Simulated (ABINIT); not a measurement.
## A GW chain in ABINIT: NiO2 (P-3m1)

How does a plane-wave GW calculation on NiO2 (P-3m1) run from the first input to the gap?

Calculated with ABINIT 10.8.3; LDA and many-body steps on it, plane waves.

This is a report of a sequence of runs, with most program output left out.

**1. The structure**

The structure is trigonal, space group P-3m1 (No. 164). The conventional cell has a = 2.799 Å, b = 2.799 Å, c = 4.618 Å, α = 90.00°, β = 90.00°, γ = 120.00°. Ni has 6 O at 1.88 Å nearest. O has 3 Ni at 1.88 Å nearest. Farther neighbours and most contacts between anions are not listed.

As a file:

```cif
data_structure
_symmetry_space_group_name_H-M 'P-3m1'
_symmetry_Int_Tables_number 164
_cell_length_a 2.7988
_cell_length_b 2.7988
_cell_length_c 4.6183
_cell_angle_alpha 90.000
_cell_angle_beta 90.000
_cell_angle_gamma 120.000
_cell_volume 31.33
loop_
_atom_site_label
_atom_site_type_symbol
_atom_site_symmetry_multiplicity
_atom_site_Wyckoff_symbol
_atom_site_fract_x
_atom_site_fract_y
_atom_site_fract_z
_atom_site_occupancy
Ni1 Ni 1 b 0.00000 0.00000 0.50000 1
O1 O 2 d 0.66667 0.33333 0.70604 1
```

The cell and positions are those that the Materials Project relaxed with its own functionals (PBE, PBE+U or r2SCAN), kept fixed.

**2. Ground state**

This step: ABINIT 10.8.3; DFT, LDA, plane waves, norm-conserving pseudopotentials.

The ground-state density comes first.

File run.abi:

```
acell 3*1.0 Angstrom
rprim 
  2.798781865034 -0.000000000008 0.000000000000
  -1.399390932510 2.423816194775 0.000000000000
  0.000000000000 0.000000000000 4.618273000000
ntypat 2
znucl 28 8
natom 3
typat 1 2 2
xred 
  0.000000000000 0.000000000000 0.500000000000
  0.666666666667 0.333333333333 0.706039000000
  0.333333333333 0.666666666667 0.293961000000
pp_dirpath "pseudos"
pseudos "Ni.upf, O.upf"
ecut 45
ngkpt 9 9 4
nshiftk 1
shiftk 0 0 0
kptopt 1
chksymbreak 0
nband 20
occopt 1
tolvrs 1e-10
nstep 60
prtwf 0
optforces 0
optstress 0
indata_prefix "in"
outdata_prefix "out"
tmpdata_prefix "tmp"
```

The run is started by

```console
$ OMP_NUM_THREADS=1 mpirun -n 4 abinit run.abi > log
```

Elapsed: 39 s, on 4 MPI ranks of Arm Neoverse N1, shared host; peak memory 0.31 GiB; 2.6 min of CPU time.

This step gave:

```yaml
total_energy: -5458.5347 eV
gap: 0.8748 eV
k_of_the_valence_top: 0.1111, 0, 0.5
k_of_the_conduction_bottom: 0.3333, 0, 0.25
least_direct_gap: 1.056 eV
```

The gap is indirect, with the least direct gap 0.18 eV higher.

**3. Bands along the symmetry lines**

The cheap functional maps the bands first; the places of the edges decide which points the dearer methods must see.

File run.abi:

```
acell 3*1.0 Angstrom
rprim 
  2.798781865034 -0.000000000008 0.000000000000
  -1.399390932510 2.423816194775 0.000000000000
  0.000000000000 0.000000000000 4.618273000000
ntypat 2
znucl 28 8
natom 3
typat 1 2 2
xred 
  0.000000000000 0.000000000000 0.500000000000
  0.666666666667 0.333333333333 0.706039000000
  0.333333333333 0.666666666667 0.293961000000
pp_dirpath "pseudos"
pseudos "Ni.upf, O.upf"
ecut 45
iscf -2
irdden 1
kptopt 0
nkpt 75
kpt 
  0.00000000 0.00000000 0.00000000
  0.06250000 0.00000000 0.00000000
  0.12500000 0.00000000 0.00000000
  0.18750000 0.00000000 0.00000000
  0.25000000 0.00000000 0.00000000
  0.31250000 0.00000000 0.00000000
  0.37500000 0.00000000 0.00000000
  0.43750000 0.00000000 0.00000000
  0.50000000 0.00000000 0.00000000
  0.47916667 0.04166667 0.00000000
  0.45833333 0.08333333 0.00000000
  0.43750000 0.12500000 0.00000000
  0.41666666 0.16666666 0.00000000
  0.39583333 0.20833333 0.00000000
  0.37500000 0.25000000 0.00000000
  0.35416666 0.29166666 0.00000000
  0.33333333 0.33333333 0.00000000
  0.29166666 0.29166666 0.00000000
  0.25000000 0.25000000 0.00000000
  0.20833333 0.20833333 0.00000000
  0.16666666 0.16666666 0.00000000
  0.12500000 0.12500000 0.00000000
  0.08333333 0.08333333 0.00000000
  0.04166667 0.04166667 0.00000000
  0.00000000 0.00000000 0.00000000
  0.00000000 0.00000000 0.06250000
  0.00000000 0.00000000 0.12500000
  0.00000000 0.00000000 0.18750000
  0.00000000 0.00000000 0.25000000
  0.00000000 0.00000000 0.31250000
  0.00000000 0.00000000 0.37500000
  0.00000000 0.00000000 0.43750000
  0.00000000 0.00000000 0.50000000
  0.06250000 0.00000000 0.50000000
  0.12500000 0.00000000 0.50000000
  0.18750000 0.00000000 0.50000000
  0.25000000 0.00000000 0.50000000
  0.31250000 0.00000000 0.50000000
  0.37500000 0.00000000 0.50000000
  0.43750000 0.00000000 0.50000000
  0.50000000 0.00000000 0.50000000
  0.47916667 0.04166667 0.50000000
  0.45833333 0.08333333 0.50000000
  0.43750000 0.12500000 0.50000000
  0.41666666 0.16666666 0.50000000
  0.39583333 0.20833333 0.50000000
  0.37500000 0.25000000 0.50000000
  0.35416666 0.29166666 0.50000000
  0.33333333 0.33333333 0.50000000
  0.29166666 0.29166666 0.50000000
  0.25000000 0.25000000 0.50000000
  0.20833333 0.20833333 0.50000000
  0.16666666 0.16666666 0.50000000
  0.12500000 0.12500000 0.50000000
  0.08333333 0.08333333 0.50000000
  0.04166667 0.04166667 0.50000000
  0.00000000 0.00000000 0.50000000
  0.50000000 0.00000000 0.50000000
  0.50000000 0.00000000 0.43750000
  0.50000000 0.00000000 0.37500000
  0.50000000 0.00000000 0.31250000
  0.50000000 0.00000000 0.25000000
  0.50000000 0.00000000 0.18750000
  0.50000000 0.00000000 0.12500000
  0.50000000 0.00000000 0.06250000
  0.50000000 0.00000000 0.00000000
  0.33333333 0.33333333 0.50000000
  0.33333333 0.33333333 0.43750000
  0.33333333 0.33333333 0.37500000
  0.33333333 0.33333333 0.31250000
  0.33333333 0.33333333 0.25000000
  0.33333333 0.33333333 0.18750000
  0.33333333 0.33333333 0.12500000
  0.33333333 0.33333333 0.06250000
  0.33333333 0.33333333 0.00000000
istwfk *1
nband 22
nbdbuf 2
tolwfr 1e-08
nstep 40
prtwf 0
prtvol 0
indata_prefix "in"
outdata_prefix "out"
tmpdata_prefix "tmp"
```

Run time: 28 s. Hardware: 4 MPI ranks; peak memory 0.32 GiB; 1.8 min of CPU time.

This step gave:

- gap: 0.9170 eV
- k of the valence top: 0.125, 0, 0.5
- k of the conduction bottom: 0.25, 0, 0.5
- least direct gap: 1.203 eV

The gap is 0.917 eV, +0.042 eV from the run before at this level.

The electronic bands at the labelled points (eV, zero at the top of the highest filled band):

| point | band 12 | band 13 | band 14 | band 15 | band 16 | band 17 | band 18 | band 19 |
| --- | --- | --- | --- | --- | --- | --- | --- | --- |
| Γ | -1.20 | -1.20 | -0.87 | -0.42 | 2.05 | 2.05 | 7.40 | 10.79 |
| halfway | -1.55 | -0.87 | -0.78 | -0.48 | 1.09 | 1.84 | 9.62 | 13.05 |
| M | -2.31 | -1.70 | -1.67 | -1.01 | 1.43 | 2.00 | 12.15 | 12.97 |
| halfway | -2.55 | -1.67 | -1.28 | -0.66 | 1.31 | 1.50 | 13.05 | 13.26 |
| K | -2.87 | -1.78 | -0.72 | -0.72 | 1.15 | 1.15 | 13.55 | 14.50 |
| halfway | -1.46 | -1.34 | -0.67 | -0.31 | 1.30 | 1.40 | 10.22 | 13.77 |
| Γ | -1.20 | -1.20 | -0.87 | -0.42 | 2.05 | 2.05 | 7.40 | 10.79 |
| halfway | -1.59 | -1.22 | -1.22 | -0.18 | 2.07 | 2.07 | 8.11 | 10.58 |
| A | -2.12 | -1.24 | -1.24 | -0.10 | 2.09 | 2.09 | 9.53 | 9.60 |
| halfway | -1.51 | -1.14 | -0.85 | -0.33 | 0.92 | 1.81 | 10.69 | 11.51 |
| L | -1.70 | -1.70 | -1.67 | -1.09 | 1.43 | 1.91 | 11.38 | 12.52 |
| halfway | -2.35 | -1.67 | -1.16 | -0.81 | 1.46 | 1.59 | 12.17 | 13.30 |
| H | -3.14 | -1.77 | -0.83 | -0.83 | 1.45 | 1.45 | 13.18 | 14.42 |
| halfway | -1.45 | -1.31 | -0.64 | -0.48 | 0.98 | 1.57 | 11.04 | 12.03 |
| A | -2.12 | -1.24 | -1.24 | -0.10 | 2.09 | 2.09 | 9.53 | 9.60 |
| jump to L | -1.70 | -1.70 | -1.67 | -1.09 | 1.43 | 1.91 | 11.38 | 12.52 |
| halfway | -2.02 | -1.70 | -1.66 | -1.04 | 1.44 | 1.95 | 11.66 | 12.75 |
| M | -2.31 | -1.70 | -1.67 | -1.01 | 1.43 | 2.00 | 12.15 | 12.97 |
| jump to H | -3.14 | -1.77 | -0.83 | -0.83 | 1.45 | 1.45 | 13.18 | 14.42 |
| halfway | -3.00 | -1.77 | -0.78 | -0.78 | 1.30 | 1.30 | 13.36 | 14.55 |
| K | -2.87 | -1.78 | -0.72 | -0.72 | 1.15 | 1.15 | 13.55 | 14.50 |

**4. Empty states on the mesh, 3×3×2 mesh, 31 bands**

The sums over transitions need many empty states on a uniform mesh; this step solves for them.

File run.abi:

```
acell 3*1.0 Angstrom
rprim 
  2.798781865034 -0.000000000008 0.000000000000
  -1.399390932510 2.423816194775 0.000000000000
  0.000000000000 0.000000000000 4.618273000000
ntypat 2
znucl 28 8
natom 3
typat 1 2 2
xred 
  0.000000000000 0.000000000000 0.500000000000
  0.666666666667 0.333333333333 0.706039000000
  0.333333333333 0.666666666667 0.293961000000
pp_dirpath "pseudos"
pseudos "Ni.upf, O.upf"
ecut 45
ngkpt 3 3 2
nshiftk 1
shiftk 0 0 0
kptopt 1
chksymbreak 0
iscf -2
irdden 1
istwfk *1
nband 31
nbdbuf 4
tolwfr 1e-09
nstep 60
prtvol 0
indata_prefix "in"
outdata_prefix "out"
tmpdata_prefix "tmp"
```

The job ended after 6.8 s (4 MPI ranks; peak memory 0.24 GiB; 27 s of CPU time).

Numbers from this step:

```yaml
gap: 1.123 eV
k_of_the_valence_top: 0, 0, 0.5
k_of_the_conduction_bottom: 0.3333, 0, 0.5
least_direct_gap: 1.661 eV
k_points_computed: 6
lowest_point_of_the_top_converged_band_above_the_valence_top: 25.46 eV
```

On this mesh the gap is 1.123 eV. The earlier step found 0.875 eV, so this mesh misses an edge.

**5. Screening, 3×3×2 mesh, 27 bands, screening to 87.1 eV**

The RPA dielectric matrix is built and inverted for each q.

This step: RPA screening on LDA, plane waves, norm-conserving pseudopotentials.

run.abi, as its differences from that of step 4:

```diff
@@ -21,10 +21,11 @@
 chksymbreak 0
-iscf -2
-irdden 1
 istwfk *1
-nband 31
-nbdbuf 4
-tolwfr 1e-09
-nstep 60
-prtvol 0
+occopt 1
+irdwfk 1
+optdriver 3
+nband 27
+ecuteps 3.2
+inclvkb 2
+awtr 1
+symchi 1
 indata_prefix "in"
```

It took 4.7 s on 4 MPI ranks; peak memory 0.33 GiB.

This step gave:

| Property | Result |
| --- | --- |
| ε∞ with local fields, on this mesh, along the program's q direction | 9.513 |
| the same without local fields | 11.29 |
| plasma frequency | 36.34 eV |
| plane waves in the screening matrix | 55 |

Local fields lower ε∞ by 16 %. On a Γ-centred mesh this coarse the value itself is usually too large, while a short band sum pulls it down.

**6. Self-energy, 3×3×2 mesh, 27 bands, screening to 87.1 eV**

The self-energy is evaluated for the states that the input lists, and the levels follow from it, in one-shot runs by the linearised quasiparticle equation.

This step: G0W0 on LDA, plane waves, norm-conserving pseudopotentials.

run.abi, as its differences from that of step 5:

```diff
@@ -24,8 +24,19 @@
 irdwfk 1
-optdriver 3
+optdriver 4
 nband 27
+gwcalctyp 0
+ecutsigx 45
+symsigma 1
+nkptgw 3
+kptgw 
+  0.0000000000 0.0000000000 0.5000000000
+  0.3333333333 0.0000000000 0.5000000000
+  0.0000000000 0.0000000000 0.0000000000
+bdgw 
+  13 17
+  14 17
+  14 17
 ecuteps 3.2
-inclvkb 2
-awtr 1
-symchi 1
+irdscr 1
+ppmodel 1
 indata_prefix "in"
```

Wall time 4.1 s (4 MPI ranks); peak memory 0.34 GiB; 16 s of CPU time.

This step gave:

```
G0W0 gap on the points computed              : 2.12 eV
starting gap on the mesh                     : 1.123 eV
k of the valence top                         : 0, 0, 0.5
k of the conduction bottom                   : 0.3333, 0, 0.5
Z at the valence top                         : 0.705
Z at the conduction bottom                   : 0.719
least direct G0W0 gap on the computed points : 2.621 eV
```

The gap on the mesh goes from 1.12 eV to 2.12 eV, a correction of +1.00 eV. The start differs from the 0.87 eV found before because the two sample other k points.

Limits: finite bands, cutoff and mesh; no spin polarisation; d states lean on the start; coarse k mesh. v1 is the top filled band, c1 the lowest empty one. Levels before and after the correction, in eV, zero at the valence-band top of each column:

|  | conduction bottom | valence top |
| --- | --- | --- |
| Kohn-Sham | 1.12 | 0.00 |
| G0W0 | 2.12 | 0.00 |

|  | level | energy (eV) |
| --- | --- | --- |
| Kohn-Sham | (0 0 0.5) v3-v2 | -1.143 |
| Kohn-Sham | (0 0 0.5) v1 | 0.000 |
| Kohn-Sham | (0 0 0.5) c1-c2 | 2.183 |
| Kohn-Sham | (0.333 0 0.5) v2 | -1.015 |
| Kohn-Sham | (0.333 0 0.5) v1 | -0.538 |
| Kohn-Sham | (0.333 0 0.5) c1 | 1.123 |
| Kohn-Sham | (0.333 0 0.5) c2 | 1.922 |
| G0W0 | (0 0 0.5) v3-v2 | -0.986 |
| G0W0 | (0 0 0.5) v1 | 0.000 |
| G0W0 | (0 0 0.5) c1-c2 | 3.248 |
| G0W0 | (0.333 0 0.5) v2 | -1.043 |
| G0W0 | (0.333 0 0.5) v1 | -0.501 |
| G0W0 | (0.333 0 0.5) c1 | 2.120 |
| G0W0 | (0.333 0 0.5) c2 | 3.005 |

**7. Where the time went**

Times are wall times on 4 MPI ranks of Arm Neoverse N1, shared host, good to a factor of about two.

| step | time | share | memory (GiB) |
| --- | --- | --- | --- |
| ground state | 39 s | 47 % | 0.31 |
| bands along the symmetry lines | 28 s | 34 % | 0.32 |
| empty states on the mesh | 6.8 s | 8 % | 0.24 |
| screening | 4.7 s | 6 % | 0.33 |
| self-energy | 4.1 s | 5 % | 0.34 |

**8. Summary of results**

- LDA gap: 0.87 eV, indirect
- G0W0 gap on the mesh: 2.12 eV
- G0W0 gap over the zone (rigid shift): 1.87 eV
- GW settings: 3×3×2 mesh, 27 bands, screening to 87.1 eV, Godby-Needs plasmon pole
- known limits: not at the basis limit; no spin polarisation; d states lean on the start; coarse k mesh

What this shows: G0W0 moves the gap on the mesh from 1.12 eV to 2.12 eV (+1.00 eV), with Z of 0.70 and 0.72 at the edges. The mesh misses the band edges by 0.25 eV in all; a rigid shift gives 1.87 eV for the zone. Local fields lower the RPA ε∞ on this mesh from 11.29 to 9.51; a Γ-centred mesh this coarse tends to raise both, most where the direct gap is narrow, while a short band sum lowers them. Only 3 of the mesh's irreducible points were corrected, so a valley elsewhere could overtake. Bands and cutoff are finite, so the gap is not at the basis limit. The miss can reach some tenths of an eV and take either sign; the mesh is an error of its own. In the G0W0 run levels were corrected at 3 k points alone, so a gap called «on the mesh» is the least over those, and an edge elsewhere would be missed. A denser mesh or path gives a starting gap of 0.87 eV: the GW mesh misses a band edge, so its gaps are not the fundamental one. The 3×3×2 mesh is coarse for this cell, which bears on the long-range parts of exchange and screening. The runs have no spin polarisation. For a closed low-spin shell that is the natural state; where a d or f shell is open it is a constraint, and the gap is then not the crystal's own. With d states at the gap, one-shot GW leans hard on its start.

[Paths, hosts, dates, memory and timing lines, banners, echoed tables and standing remarks are left out of the program output.]

[Logs are printed without paths, hosts, clocks, repeated set-up lines and the standing remarks that a program may print on its own settings, such as how far it seeks lower states.]

[Runs of the session that timed out or met a known fault of the program may be left out.]

[Hosts, paths, dates, database ids (printed as entryN), source tags and the programs' standing remarks are cut or masked in the printed files.]

[G0W0 gaps are taken among the corrected bands and points alone; a level outside them can change the order at an edge.]

[Where Ansatz stands beside ABINIT at settings called matched, ABINIT's density can come from a denser mesh and the files from another edition; pairs whose starting gaps differed by over 0.03 eV were left out, so agreement reads better than it is.]
